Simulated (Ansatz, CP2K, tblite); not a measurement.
# CP2K runs on random packing of 74GeS2-26As2S3 (mol %) (81 atoms)

Wanted: CP2K inputs and outputs for random packing of 74GeS2-26As2S3 (mol %) (81 atoms), checked against a plane-wave reference.

Calculated with CP2K 2026.2; the method is named at each step.

## 1. The structure

The cell holds 81 atoms: 17 Ge, 52 S and 12 As. Its edges and angles: a = 12.407 Å, b = 12.407 Å, c = 12.407 Å, α = 90.0°, β = 90.0°, γ = 90.0°. 81 atoms (17 Ge, 52 S, 12 As) packed at random in a cube at 3.31 g/cm³ and pushed apart as soft spheres, cations and anions kept from their own kind; a start for melting by ab initio MD, not an equilibrated structure. Then every atom was moved at random, 0.05 Å r.m.s. a Cartesian component.

The yardstick, on the same geometry:

| Item | Value |
| --- | --- |
| method | Kohn-Sham DFT, PBE, PAW, plane waves (Ansatz 0.2.0); cutoff 420 eV, Γ point, fermi-dirac smearing of 0.05 eV; PAW set soft_2 |
| r.m.s. force component | 0.907 eV/Å |
| longest force | 2.959 eV/Å |
| pressure | 0.7617 GPa |
| SCF cycles | 12 |
| time | 29 s on 4 threads of Arm Neoverse V2, shared host |
| CPU time | 1.8 min |

## 2. PBE, DZVP-MOLOPT-SR, 350/50 Ry, diagonalisation

Method: Kohn-Sham DFT, PBE, GTH-PBE pseudopotentials, Gaussian and plane waves, DZVP-MOLOPT-SR-GTH, diagonalisation.

Contents of input.inp:

```
&GLOBAL
  PROJECT cell
  RUN_TYPE ENERGY_FORCE
  PRINT_LEVEL LOW
&END GLOBAL
&FORCE_EVAL
  METHOD QS
  STRESS_TENSOR ANALYTICAL
  &DFT
    BASIS_SET_FILE_NAME BASIS_MOLOPT
    POTENTIAL_FILE_NAME GTH_POTENTIALS
    &MGRID
      CUTOFF 350
      REL_CUTOFF 50
    &END MGRID
    &QS
      EPS_DEFAULT 1.0E-12
    &END QS
    &SCF
      SCF_GUESS ATOMIC
      EPS_SCF 1.0E-06
      MAX_SCF 200
      ADDED_MOS 14
      &DIAGONALIZATION
        ALGORITHM STANDARD
      &END DIAGONALIZATION
      &SMEAR ON
        METHOD FERMI_DIRAC
        ELECTRONIC_TEMPERATURE [K] 580
      &END SMEAR
      &MIXING
        METHOD BROYDEN_MIXING
        ALPHA 0.3
        NBROYDEN 8
      &END MIXING
      &PRINT
        &RESTART OFF
        &END RESTART
      &END PRINT
    &END SCF
    &XC
      &XC_FUNCTIONAL PBE
      &END XC_FUNCTIONAL
    &END XC
    &PRINT
      &MULLIKEN ON
      &END MULLIKEN
      &HIRSHFELD ON
        SHAPE_FUNCTION DENSITY
      &END HIRSHFELD
      &MO ON
        EIGENVALUES T
        OCCUPATION_NUMBERS T
        MO_INDEX_RANGE 209 232
        &EACH
          QS_SCF 0
        &END EACH
        ADD_LAST NUMERIC
      &END MO
    &END PRINT
  &END DFT
  &SUBSYS
    &CELL
      A 12.40660 0.00000 0.00000
      B 0.00000 12.40660 0.00000
      C 0.00000 0.00000 12.40660
    &END CELL
    &TOPOLOGY
      COORD_FILE_NAME structure.xyz
      COORD_FILE_FORMAT XYZ
    &END TOPOLOGY
    &KIND Ge
      BASIS_SET DZVP-MOLOPT-SR-GTH-q4
      POTENTIAL GTH-PBE-q4
    &END KIND
    &KIND S
      BASIS_SET DZVP-MOLOPT-SR-GTH-q6
      POTENTIAL GTH-PBE-q6
    &END KIND
    &KIND As
      BASIS_SET DZVP-MOLOPT-SR-GTH-q5
      POTENTIAL GTH-PBE-q5
    &END KIND
  &END SUBSYS
  &PRINT
    &FORCES ON
    &END FORCES
    &STRESS_TENSOR ON
    &END STRESS_TENSOR
  &END PRINT
&END FORCE_EVAL
```

Contents of structure.xyz:

```xyz
81

Ge 10.59089 3.14582 0.67777
Ge 7.96777 4.45397 10.47986
Ge 1.51782 0.27878 3.85858
Ge 11.74347 6.21360 11.29100
Ge 11.92547 2.87213 9.39266
Ge 4.35161 3.40648 0.25694
Ge 2.30552 0.59316 7.65946
Ge 7.58763 6.09995 2.50526
Ge 8.26155 1.75380 6.83480
Ge 9.10917 7.05936 10.24401
Ge 9.80444 12.14085 3.42708
Ge 11.85587 6.52798 5.02418
Ge 2.34621 11.09497 12.05971
Ge 8.34170 9.19279 8.47396
Ge 9.74017 9.37145 2.75662
Ge 4.15249 0.68174 9.95617
Ge 3.90560 9.32455 7.78117
S 4.60483 1.85479 2.38877
S 5.89748 11.65191 6.55143
S 11.88974 8.70856 3.06431
S 12.03812 10.53382 7.72894
S 0.62951 12.07956 2.05875
S 0.96288 7.44681 8.85000
S 7.81901 8.30547 3.34916
S 10.18272 7.93774 8.47296
S 2.29100 9.37716 1.26523
S 8.03997 9.15247 12.01455
S 9.75258 6.38642 12.15996
S 10.28693 0.67939 6.14846
S 5.52689 4.80359 3.17038
S 5.21648 8.86278 5.23683
S 8.21466 3.08217 1.64462
S 9.07456 11.26891 8.73325
S 7.37200 0.25756 0.39242
S 8.55460 4.96202 4.25087
S 10.90739 1.74499 3.31765
S 3.56318 2.85166 9.74079
S 6.60180 6.10715 0.20583
S 7.07139 2.11284 4.91413
S 7.86442 11.51643 4.07110
S 4.79652 7.81045 2.21483
S 6.19486 0.89092 9.18820
S 12.17410 4.33735 5.08646
S 9.18423 1.49177 10.26621
S 3.96515 2.70116 5.45034
S 11.98378 12.33477 10.50541
S 5.07616 10.26386 9.70841
S 9.96324 9.61263 5.54166
S 3.30388 0.60854 12.07783
S 7.06854 7.66430 9.44080
S 9.55432 3.73414 7.07710
S 2.96245 4.86674 1.25741
S 0.50259 6.88728 0.63584
S 0.76971 1.89647 6.93938
S 5.06326 10.37080 0.42505
S 1.99672 11.34385 5.71374
[... 21 atom lines left out ...]
As 1.30753 7.74395 2.43430
As 5.21474 1.35418 7.28888
As 1.78816 1.44227 1.05506
As 1.47080 4.94018 6.43419
```

On the command line:

```sh
$ OMP_NUM_THREADS=2 cp2k.psmp -i input.inp > output.txt
```

Numbers of over 12 decimals in the logs are rounded to 6 here.

Output:

```text
CP2K| version string:                                       CP2K version 2026.2
 CP2K| Input file name                                                 input.inp
 GLOBAL| Basis set file name                                        BASIS_MOLOPT
 GLOBAL| Potential file name                                      GTH_POTENTIALS
 GLOBAL| Run type                                                   ENERGY_FORCE
 GLOBAL| Total number of message passing processes                             1
 GLOBAL| Number of threads for this process                                    2
 TOTAL NUMBERS AND MAXIMUM NUMBERS
  Total number of            - Atomic kinds:                                   3
                             - Atoms:                                         81
                             - Shell sets:                                    81
                             - Shells:                                       405
                             - Primitive Cartesian functions:                324
                             - Cartesian basis functions:                   1134
                             - Spherical basis functions:                   1053
  Maximum angular momentum of- Orbital basis functions:                        2
                             - Local part of the GTH pseudopotential:          0
                             - Non-local part of the GTH pseudopotential:      4
 SCF PARAMETERS         Density guess:                                    ATOMIC
                        max_scf:                                             200
                        eps_scf:                                        1.00E-06
                        added MOs                                        14    0
                        Mixing method:                            BROYDEN_MIXING
                                                charge density mixing in g-space
                        Smear method:                                FERMI_DIRAC
                        Electronic temperature [K]:                        580.0
                        Electronic temperature [a.u.]:                  1.84E-03
                        Accuracy threshold:                             1.00E-10
 Extrapolation method: initial_guess
 Number of electrons:                                                        440
 Number of occupied orbitals:                                                220
 Number of molecular orbitals:                                               234
 Number of orbital functions:                                               1053
 Number of independent orbital functions:                                   1053
 SCF WAVEFUNCTION OPTIMIZATION
  Step     Update method      Time    Convergence         Total energy    Change
 *** the last MO => Add more MOs for proper smearing.                   ***
     1 NoMix/Diag. 0.30E+00    2.5     0.68687298      -673.8929609299 -6.74E+02
 *** the last MO => Add more MOs for proper smearing.                   ***
     2 Broy./Diag. 0.30E+00    3.1     1.08415801      -666.6222625977  7.27E+00
 *** the last MO => Add more MOs for proper smearing.                   ***
     3 Broy./Diag. 0.30E+00    3.2     0.80228601      -673.8138074852 -7.19E+00
[...]
4 Broy./Diag. 0.30E+00    3.2     0.63846147      -673.0283264618  7.85E-01
[...]
*** the last MO => Add more MOs for proper smearing.                   ***
    34 Broy./Diag. 0.30E+00    3.3     0.00000188      -671.5851551574 -3.44E-06
 *** the last MO => Add more MOs for proper smearing.                   ***
    35 Broy./Diag. 0.30E+00    3.3     0.00000085      -671.5851568920 -1.73E-06
  *** SCF run converged in    35 steps ***
  Electronic density on regular grids:       -440.0000000000       -0.0000000000
  Core density on regular grids:              439.9999999992       -0.0000000008
  Total charge density on r-space grids:       -0.0000000008
  Total charge density g-space grids:          -0.0000000008
  Overlap energy of the core charge distribution:               3.05377e-07
  Self energy of the core charge distribution:              -1562.175973
  Core Hamiltonian energy:                                    349.066421
  Hartree energy:                                             695.009047
  Exchange-correlation energy:                               -153.462563
  Electronic entropic energy:                                  -0.022089
  Fermi energy:                                                 0.123215
  Total energy:                                              -671.585157
  Total energy (extrapolated to T->0):                       -671.574113
 MO| EIGENVALUES AND OCCUPATION NUMBERS
 MO|
 MO|  Index      Eigenvalue [a.u.]        Eigenvalue [eV]             Occupation
 MO|    209               0.110366               3.003225               1.998169
 MO|    210               0.110930               3.018558               1.997513
 MO|    211               0.113389               3.085464               1.990548
[...]
MO|    231               0.134402               3.657267               0.004518
 MO|    232               0.136461               3.713297               0.001475
 MO| Sum:                                                             440.000000
 MO| E(Fermi):            0.123215 a.u.          3.352855 eV
 !-----------------------------------------------------------------------------!
                     Mulliken Population Analysis
 #  Atom  Element  Kind  Atomic population                           Net charge
       1     Ge       1          3.701900                              0.298100
       2     Ge       1          3.713733                              0.286267
       3     Ge       1          3.715870                              0.284130
[...]
80     As       3          5.022053                             -0.022053
      81     As       3          4.981080                              0.018920
 # Total charge                            440.000000                 -0.000000
 !-----------------------------------------------------------------------------!
 !-----------------------------------------------------------------------------!
                           Hirshfeld Charges
  #Atom  Element  Kind  Ref Charge     Population                    Net charge
      1       Ge     1       4.000          3.827                         0.173
      2       Ge     1       4.000          3.810                         0.190
      3       Ge     1       4.000          3.774                         0.226
[...]
80       As     3       5.000          4.804                         0.196
     81       As     3       5.000          4.838                         0.162
  Total Charge                                                            0.000
 !-----------------------------------------------------------------------------!
 ENERGY| Total FORCE_EVAL ( QS ) energy [hartree]           -671.585152
 FORCES| Atomic forces [hartree/bohr]
 FORCES|   Atom     x               y               z               |f|
 FORCES|      1 -2.93225674E-02 -2.60144612E-02  2.89609999E-03   3.93058843E-02
 FORCES|      2 -1.63293451E-02 -2.63231295E-02 -1.70448857E-02   3.53565098E-02
 FORCES|      3  3.68828643E-02  2.39709114E-02  3.36863605E-02   5.54050644E-02
[...]
FORCES|     80 -3.80481641E-02  3.36058044E-02  2.86574212E-02   5.82946024E-02
 FORCES|     81  2.28334402E-02  1.07680246E-02 -7.75261724E-03   2.64086997E-02
 FORCES| Sum    -2.55963364E-06  2.68415476E-07  5.55083919E-06
 FORCES| Total atomic force                                       6.11846280E-06
 STRESS| Analytical stress tensor [bar]
 STRESS|                        x                   y                   z
 STRESS|      x        2.99333750114E+04   2.80120236583E+03  -2.60073082228E+03
 STRESS|      y        2.80120236583E+03   2.27002661932E+03  -2.09252372380E+03
 STRESS|      z       -2.60073082228E+03  -2.09252372380E+03   4.50462011986E+03
 STRESS| 1/3 Trace                                             1.22360072502E+04
```

Run time: 2.1 min. Hardware: 2 threads of Arm Neoverse V2, shared host; peak memory 2.2 GiB.

Banners, paths, timers and routine set-up lines are dropped from the logs unmarked, and long logs keep their key lines alone; longer cuts are marked.

Compared with the plane-wave run:

```
r.m.s. force component                  : 0.9332 eV/Å
r.m.s. difference of force components   : 73.81 meV/Å
longest difference of force vectors     : 271.6 meV/Å
force difference over r.m.s. force      : 8.139 %
slope of forces against the reference's : 1.026
correlation of force components         : 0.9972
pressure                                : 1.224 GPa
pressure difference                     : 0.4619 GPa
```

Length of the force difference by element (eV/Å):

```csv
element,atoms,mean,most
As,12,0.17,0.27
Ge,17,0.062,0.11
S,52,0.11,0.27
```

Local excerpt of 10 atoms (numbers count through the whole input) about As77, one of the 12 As atoms; x, y, z are measured from there.

```
atom      x      y      z  distance (Å)  bonds  Hirshfeld charge (e)     Fx     Fy  Fz (eV/Å)
As77   0.00   0.00   0.00          0.00      4                  0.16   2.15  -0.82      -0.33
 S65  -2.04  -0.03   0.61          2.12      2                 -0.12  -2.66   0.39       0.77
 S53  -0.10   2.07  -0.98          2.29      3                 -0.09   0.28   0.13      -1.91
 S52   2.36   0.05  -0.36          2.38      2                 -0.14   1.77  -0.04      -0.44
 S61  -0.15  -1.22  -2.10          2.43      2                 -0.12  -0.06   0.40       0.34
 S67   0.98  -2.17   1.59          2.86      2                 -0.09   0.45  -0.78       0.28
 Ge1  -2.42  -1.67  -0.94          3.09      3                  0.17  -1.51  -1.34       0.15
As78   0.70   2.92   0.82          3.12      3                  0.15   1.69   0.24       1.92
 Ge4  -1.27   1.39  -2.73          3.32      3                  0.12   1.19  -0.72      -2.34
 S62   2.00   0.79   2.66          3.43      2                 -0.07  -0.40   0.23       1.19
```

Forces lie 8.1 % from the reference's, at 2.0 times its CPU time (on 2 against 4 cores).

## 3. PBE, SZV-MOLOPT-SR, 350/50 Ry, diagonalisation

Method: Kohn-Sham DFT, PBE, GTH-PBE pseudopotentials, Gaussian and plane waves, SZV-MOLOPT-SR-GTH, diagonalisation.

Edit input.inp of step 2 so:

```diff
@@ -67,8 +67,32 @@
     &END CELL
-    &TOPOLOGY
-      COORD_FILE_NAME structure.xyz
-      COORD_FILE_FORMAT XYZ
-    &END TOPOLOGY
+    &COORD
+      SCALED
+      Ge 0.85365 0.25356 0.05463
+      Ge 0.64222 0.35900 0.84470
+      Ge 0.12234 0.02247 0.31101
+      Ge 0.94655 0.50083 0.91008
+      Ge 0.96122 0.23150 0.75707
+      Ge 0.35075 0.27457 0.02071
+      Ge 0.18583 0.04781 0.61737
+      Ge 0.61158 0.49167 0.20193
+      Ge 0.66590 0.14136 0.55090
+      Ge 0.73422 0.56900 0.82569
+      Ge 0.79026 0.97858 0.27623
+      Ge 0.95561 0.52617 0.40496
+      Ge 0.18911 0.89428 0.97204
+      Ge 0.67236 0.74096 0.68302
+      Ge 0.78508 0.75536 0.22219
+      Ge 0.33470 0.05495 0.80249
+      Ge 0.31480 0.75158 0.62718
+      S 0.37116 0.14950 0.19254
+      S 0.47535 0.93917 0.52806
+      S 0.95834 0.70193 0.24699
+[... 57 atom lines left out ...]
+      As 0.10539 0.62418 0.19621
+      As 0.42032 0.10915 0.58750
+      As 0.14413 0.11625 0.08504
+      As 0.11855 0.39819 0.51861
+    &END COORD
     &KIND Ge
-      BASIS_SET DZVP-MOLOPT-SR-GTH-q4
+      BASIS_SET SZV-MOLOPT-SR-GTH-q4
       POTENTIAL GTH-PBE-q4
@@ -76,3 +100,3 @@
     &KIND S
-      BASIS_SET DZVP-MOLOPT-SR-GTH-q6
+      BASIS_SET SZV-MOLOPT-SR-GTH-q6
       POTENTIAL GTH-PBE-q6
@@ -80,3 +104,3 @@
     &KIND As
-      BASIS_SET DZVP-MOLOPT-SR-GTH-q5
+      BASIS_SET SZV-MOLOPT-SR-GTH-q5
       POTENTIAL GTH-PBE-q5
```

On the command line:

```sh
$ OMP_NUM_THREADS=1 cp2k.psmp -i input.inp > output.txt
```

Output:

```text
CP2K| version string:                                       CP2K version 2026.2
 CP2K| Input file name                                                 input.inp
 GLOBAL| Basis set file name                                        BASIS_MOLOPT
 GLOBAL| Potential file name                                      GTH_POTENTIALS
 GLOBAL| Run type                                                   ENERGY_FORCE
 GLOBAL| Total number of message passing processes                             1
 GLOBAL| Number of threads for this process                                    1
 TOTAL NUMBERS AND MAXIMUM NUMBERS
  Total number of            - Atomic kinds:                                   3
                             - Atoms:                                         81
[... lines left out ...]
                        Smear method:                                FERMI_DIRAC
[... lines left out ...]
 Number of electrons:                                                        440
[... lines left out ...]
  Step     Update method      Time    Convergence         Total energy    Change
[... lines left out ...]
  *** SCF run converged in    64 steps ***
[... lines left out ...]
  Fermi energy:                                                 0.212053
  Total energy:                                              -662.202762
  Total energy (extrapolated to T->0):                       -662.191628
[... lines left out ...]
 MO| E(Fermi):            0.212053 a.u.          5.770250 eV
[... lines left out ...]
 !-----------------------------------------------------------------------------!
 !-----------------------------------------------------------------------------!
                           Hirshfeld Charges
  #Atom  Element  Kind  Ref Charge     Population                    Net charge
      1       Ge     1       4.000          3.921                         0.079
      2       Ge     1       4.000          3.943                         0.057
      3       Ge     1       4.000          3.845                         0.155
[...]
80       As     3       5.000          4.889                         0.111
     81       As     3       5.000          5.018                        -0.018
  Total Charge                                                            0.000
 !-----------------------------------------------------------------------------!
 ENERGY| Total FORCE_EVAL ( QS ) energy [hartree]           -662.202766
 FORCES| Atomic forces [hartree/bohr]
 FORCES|   Atom     x               y               z               |f|
 FORCES|      1 -4.74965859E-02 -2.93426604E-02  2.58734749E-02   6.15333576E-02
 FORCES|      2 -3.16207849E-02 -4.29049619E-02 -2.37425099E-02   5.83473784E-02
 FORCES|      3  5.26810744E-02  1.82428280E-02  4.51120738E-02   7.17160761E-02
[...]
FORCES|     80 -5.07195309E-02  5.51242759E-02  2.90980547E-02   8.03607703E-02
 FORCES|     81  4.54358379E-02  1.52903097E-02  1.71440738E-02   5.09129473E-02
 FORCES| Sum    -9.04706038E-06 -1.08576329E-05 -1.81653724E-05
 FORCES| Total atomic force                                       2.30156088E-05
 STRESS| Analytical stress tensor [bar]
 STRESS|                        x                   y                   z
 STRESS|      x        7.33458125990E+04   7.41138788355E+03  -6.65636205808E+03
 STRESS|      y        7.41138788355E+03   3.30647126922E+04  -4.44819745425E+03
 STRESS|      z       -6.65636205808E+03  -4.44819745425E+03   4.31355644447E+04
 STRESS| 1/3 Trace                                             4.98486965786E+04
```

Elapsed: 3.9 min, on 1 thread; peak memory 2 GiB.

Numbers from this run, and their distance from the reference:

```yaml
r_m_s_force_component: 1.44 eV/Å
r_m_s_difference_of_force_components: 765.5 meV/Å
longest_difference_of_force_vectors: 2604 meV/Å
force_difference_over_r_m_s_force: 84.4 %
slope_of_forces_against_the_reference_s: 1.405
correlation_of_force_components: 0.8845
pressure: 4.985 GPa
pressure_difference: 4.223 GPa
```

This is a coarse setting, run to see what it loses.

Against the first run (8.1 %), the force difference from the reference is 84 %, at 1.1 times the CPU time (on 1 against 2 cores) (64 SCF steps against 35), with 324 basis functions against 1053: the smaller basis costs accuracy.

(Continued in part 2 of 3.)

[Also dropped from logs without a mark: logging warnings of Python, and SIESTA's first energy breakdown and zero terms.]

[Logs are printed without paths, hosts, clocks, repeated set-up lines and the standing remarks that a program may print on its own settings, such as how far it seeks lower states.]

[Hosts, paths, dates, database ids (printed as entryN), source tags and the programs' standing remarks are cut or masked in the printed files.]
